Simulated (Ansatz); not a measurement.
# Ho (P6_3/mmc): lattice thermal conductivity, part 2 of 3

Aim: the lattice thermal conductivity of Ho against temperature, and which phonons carry it.

Ansatz 0.2.0; DFT PBE, scalar-relativistic, plane waves, norm-conserving pseudopotentials, 4f in core.

So far. Step 2 (Probe on a coarse mesh): The start is under 0.093 GPa at this level and looks like a metal on this mesh. Step 4 (Tight relaxation): The residual pressure is 0.0021 GPa, small enough for phonons. The relaxed cell has a = 3.588, c = 5.567 Å (conventional setting).

### Step 6. A first look at the harmonic spectrum

Third-order constants cost many supercell runs, so a linear-response run first checks that the crystal is harmonically stable.

Contents of input.yaml:

```yaml
crystal:
  lattice:
    - [3.5881644755, 0.0, 0.0]
    - [-1.7940822377, 3.1074415887, 0.0]
    - [0.0, 0.0, 5.5674638817]
  atoms:
    - { symbol: Ho, position: [0.3333333333, 0.6666666667, 0.25] }
    - { symbol: Ho, position: [0.6666666667, 0.3333333333, 0.75] }
kpoints:
  mp_grid: { grid: [12, 12, 8] }
hamiltonian:
  xc: pbe
  pseudopotentials:
    kind: nc
    azcp: { Ho: "pseudopotentials/pbe/nc/lanthanide_3plus/Ho.nc.azcp" }
scf:
  occupations: { method: methfessel_paxton, width: 0.2 }
  lower_state_search: "off"
output:
  eigenvalues: true
phonons:
  method: dfpt
  qmesh: [3, 3, 2]
  temperatures: { t_max: 1000, t_step: 50 }
  qpath:
    path:
      - [[0.0, 0.0, 0.0], [0.5, 0.0, 0.0], [0.33333333, 0.33333333, 0.0], [0.0, 0.0, 0.0], [0.0, 0.0, 0.5], [0.5, 0.0, 0.5], [0.33333333, 0.33333333, 0.5], [0.0, 0.0, 0.5]]
      - [[0.5, 0.0, 0.5], [0.5, 0.0, 0.0]]
      - [[0.33333333, 0.33333333, 0.0], [0.33333333, 0.33333333, 0.5]]
    npoints: 10
```

Run with:

```
ansatz run input.yaml --threads 18 --pin off --max-ram 92160MiB --backend cuda --events-out ev --progress --plain --runs-dir out --max-vram 78GiB
```

Numbers of over 12 decimals in the logs are rounded to 6 here.

What it wrote:

```text
[...]
GPU FFT provider: cuFFT
GPU libraries: cuBLAS 13.8.1, cuFFT 12.4.0, cuSOLVER 12.3.2
[...]
Crystal: 2 atoms, lattice volume = 62.077 Å³
Basis set: ecut = 680.284656 eV, 2489 PW (Γ), exchange–correlation on 64×64×96 points (8 copies of the dense FFT grid, shifted against one another)
Bands: 15, of which v1, the nominal top of the filled ones, is band 11 counted from 1 (10 counted from 0)
Symmetry: 24 space group operations
k-points: 95 of 1152
[...]
GPU buffer pool allocated for 49152 grid points (all kernels)
[...]
SCF iter   1: F=—  HF=-2402.792215 eV  |F-HF|=—  |Δ(HF+E_count)|=         —  Δρ=1.27e-2  dr2=1.47e-1  ethr=3.10e-3  ⟨swp⟩=5.1  Hψ=6437  notcnv=0
[...]
SCF iter   9: F=-2402.760603 eV  HF=-2402.760603 eV  |F-HF|=4.55e-13  |Δ(HF+E_count)|=  3.64e-12  S|Δr|=    0.00e0  Δρ=5.34e-8  dr2=1.01e-12  ethr=1.00e-12  ⟨swp⟩=8.8  Hψ=11978  notcnv=0
SCF 1 converged in 9 iterations: F = -2402.760603 eV  dr2 = 1.01e-12
[...]
NSCF: frozen V_eff on 95 k-points, pencils in batches of 32, up to order 60
[...]
NSCF: frozen V_eff on 95 k-points
[...]
DFPT response loops at q = (0, 0, 0) (fractional): preconditioner auto → Kerker (q_TF=auto, 2.295 Å⁻¹) (partly filled bands, converged f_vac=0.000); β = 1.00, the filter's whole step (`scf.mixing.beta` (0.50) is not read by the response loops under this deck's `scf.mixing.preconditioner`; to damp them name `kerker` or `kerker_dos`, under which they read `scf.mixing.beta`, and type it under 1.00, their step now; both keys bind the ground state too); Anderson in place of MSR1; while a model of the screening serves, it and β = 1 on shorter waves in the place of filter and β
[...]
SCF converged after 9 iterations
[...]
Free energy (F): -2402.760603 eV
[...]
Internal energy: -2402.759955 eV  (E = F + TS)
E sigma→0 (E₀):  -2402.760441 eV
Entropy (-TS):   -0.000648 eV (-0.324 meV/atom)
Fermi energy:    10.234208 eV
[...]
--- Band table (eV; the first three rows and the last of 95) ---
  k-point 0: bands = [... 7 lower, -13.3866, 4.9422, 8.0461, 11.4323, 12.1104, 12.1104, 12.5772, 12.8425]
  k-point 1: bands = [... 7 lower, -13.4153, 5.0599, 7.9739, 11.2977, 12.0345, 12.0345, 12.4587, 12.7315]
  k-point 2: bands = [... 7 lower, -13.4534, 5.4006, 7.7110, 11.0833, 11.9277, 11.9277, 12.1385, 12.4768]
  k-point 94: bands = [... 7 lower, -13.5058, 9.6608, 9.6608, 9.8230, 9.8230, 10.7566, 10.7566, 13.3115]
--- Phonons (Γ-DFPT): 2 representative perturbations + reference (Σ response iterations 5) ---
  ASR residual: 1.836e-5 → 0.000e0 eV/Å²; symmetrization residual: 1.521e-10 eV/Å²
  ASR residual per site (eV/Å²): 1.84e-5 1.84e-5
  Γ frequencies (cm⁻¹): 0.00 0.00 0.00 69.22 69.22 113.65
--- Phonons (arbitrary-q DFPT): 6 irreducible q on the 3×3×2 mesh ---
  q = [0.0000, 0.0000, 0.0000] (star 1, of the zone-centre solve; hermiticity 3.88e-11, symmetrization 1.94e-11): 0.00 0.00 0.00 69.22 69.22 113.65
  q = [0.0000, 0.0000, -0.5000] (star 1, 2 solved perturbations in 275 linear systems a pass and spin channel, the states on 95 of 1152 k-point pairs; hermiticity 1.17e-9, symmetrization 5.85e-10): 47.73 47.73 47.73 47.73 83.47 83.47
[...]
sum rule: each row above includes the acoustic sum rule's correction from the zone centre's row sums; it moved no ω² by more than (0.17 cm⁻¹)²
  mesh force constants: q→R imaginary residual 0.00e0; ASR residual 1.836e-5 → 0.000e0 eV/Å²; symmetrization residual 3.109e-15 eV/Å²
  interpolated dispersion: 93 rows × 6 modes
  density of states and harmonic sums: on the 21×21×12 q-mesh, interpolated from the force constants of a 3×3×2 supercell (no non-analytic term)
  largest difference from the sums on the solved wave vectors: F 4.76e-2 eV, S 6.19e-5 and C_V 1.43e-5 eV/K
  zero-point energy: 0.028713 eV/cell   skipped modes (ω ≤ 0): 3   left out of the sums: 9.45e-5 of the cell's modes: C_V's classical limit lies that fraction below 3 k_B per atom; for a crystal, a wire or a layer, F and S can be off by more, and a phonons.interpolated_qmesh denser along its periods is the remedy for the sampling
```

The job ended after 5.8 s (1 × NVIDIA GB200 with 18 threads of Arm Neoverse V2, shared host; peak memory 2.2 GiB).

Numbers from this step:

| Property | Result |
| --- | --- |
| Γ frequencies | 0, 0, 0, 69.22, 69.22, 113.7 cm⁻¹ (negative: imaginary) |
| lowest frequency on the path | 0 cm⁻¹ |
| zero-point energy | 0.02871 eV/cell |
| point group | 6/mmm |
| highest frequency | 114.4 cm⁻¹ |
| Debye temperature from the second moment | 149 K |

No LO-TO term. Phonon branches along the path, in cm⁻¹:

```tsv
point	branch 1	branch 2	branch 3	branch 4	branch 5	branch 6
Γ	0	0	0	69	69	114
halfway	44	45	69	83	86	114
M	58	63	95	97	98	106
halfway	67	68	87	96	99	102
K	79	79	83	83	94	104
halfway	50	58	67	89	89	112
Γ	0	0	0	69	69	114
halfway	25	25	46	64	64	106
A	48	48	48	48	84	84
halfway	63	63	63	63	92	92
L	63	63	72	72	106	106
halfway	52	52	84	84	103	103
H	46	46	94	94	98	98
halfway	57	57	72	72	94	94
A	48	48	48	48	84	84
jump to L	63	63	72	72	106	106
halfway	57	60	84	88	102	108
M	58	63	95	97	98	106
jump to K	79	79	83	83	94	104
halfway	60	60	93	94	94	100
H	46	46	94	94	98	98
```

The phonon branches as a text plot (rows in cm⁻¹):

```
    112 |******          *******
    107 |      ***              *        ***            *****
    102 |         *******               *   **           **  **
     98 |      *****   **        *     *      *****        **  **
     93 |    *****  *****             *       ***  *       ******
     88 |    **   * * *  *        *          *      **    *  *
     83 |   * *    ***    *        ***           *    ** **
     79 |  ***       ***   *      *         *     *
     74 | **        * ***   *             **       *    **   *
     69 |*         *   * *   ***        **              *
     64 |       ***     *       **    *****         *   **  * *
     60 |   *  ***       **      *   *     *       ***  * ***
     55 |     **                    **      *    **  **  *
     50 |    *           ***      ***        *        **       *
     45 |  *                    * *           ***               *
     41 |   *             *
     36 |   *              **    *
     31 | **               *
     26 |                   *   *
     21 | *                 *  *
     17 |*                   *
     12 |*                   * *
      7 |
      2 |                     *
         Γ      M    K        Γ   A       L    H       A|L M|K  H
```

Tetrahedra on 21 21 12, mean over bins of 1 cm⁻¹. The phonon density of states by wavenumber; read off at these points:

```tsv
wavenumber (cm⁻¹)	phonon density of states (1/cm⁻¹/cell)
0.5	0
3.5	5.0e-5
6.5	1.7e-4
9.5	4.3e-4
12.5	9.7e-4
15.5	0.0016
18.5	0.00242
22.5	0.00382
25.5	0.00504
28.5	0.00674
31.5	0.00866
34.5	0.0112
37.5	0.0143
40.5	0.0187
43.5	0.0246
46.5	0.0351
49.5	0.0916
52.5	0.0911
55.5	0.0945
57.5	0.0958
59.5	0.0832
62.5	0.0869
65.5	0.0743
68.5	0.0652
71.5	0.0783
74.5	0.0838
77.5	0.0867
80.5	0.101
81.5	0.102
83.5	0.0887
86.5	0.0835
89.5	0.0880
92.5	0.0919
96.5	0.0897
98.5	0.142
99.5	0.108
102.5	0.127
105.5	0.0987
108.5	0.0400
111.5	0.0291
114.5	0.00602
```

Lowest modes at the softest wavevector of the mesh; phase exp(i q.(R + tau)). Modes at q = (-0.333, -0.333, 0.500):

```tsv
mode	frequency (cm⁻¹)
1	46.5
2	46.5
3	93.7
4	93.7
5	98.0
6	98.0
```

Displacements in mode 1 (46.5 cm⁻¹), the largest set to 1, in the home cell (x, y, z of the real part, then of the imaginary part):
```
Ho1  0.00  0.00  1.00  0.00  0.00  0.00
Ho2  0.61 -0.35  0.00  0.35  0.61  0.00
```

Displacements in mode 3 (93.7 cm⁻¹), the largest set to 1, in the home cell (x, y, z of the real part, then of the imaginary part):
```
Ho1  0.03 -0.04  0.00  0.04  0.03  0.00
Ho2 -0.26  0.97  0.00  0.97  0.26  0.00
```

Harmonic. Thermo, by row:

```tsv
T (K)	F_vib (meV/atom)	S (J/mol-atom/K)	C_V (J/mol-atom/K)
0	14.36	0	0
50	12.48	10.84	16.72
100	3.02	24.71	22.4
150	-12.36	34.1	23.76
200	-31.9	41.01	24.27
250	-54.62	46.46	24.51
300	-79.89	50.94	24.64
350	-107.3	54.74	24.72
400	-136.5	58.05	24.77
450	-167.4	60.97	24.81
500	-199.7	63.58	24.83
550	-233.2	65.95	24.85
600	-268	68.11	24.86
650	-303.8	70.1	24.88
700	-340.6	71.95	24.89
750	-378.4	73.66	24.89
800	-416.9	75.27	24.9
850	-456.4	76.78	24.9
900	-496.5	78.2	24.91
950	-537.4	79.55	24.91
1000	-579	80.83	24.91
```

No mode is imaginary beyond numerical noise at the solved wavevectors.

(Part 2 of 3 ends here.)

[Logs are printed without paths, hosts, clocks, repeated set-up lines and the standing remarks that a program may print on its own settings, such as how far it seeks lower states.]

[Hosts, paths, dates, database ids (printed as entryN), source tags and the programs' standing remarks are cut or masked in the printed files.]

[A step with changed settings may run another functional than the one named; its input shows which.]
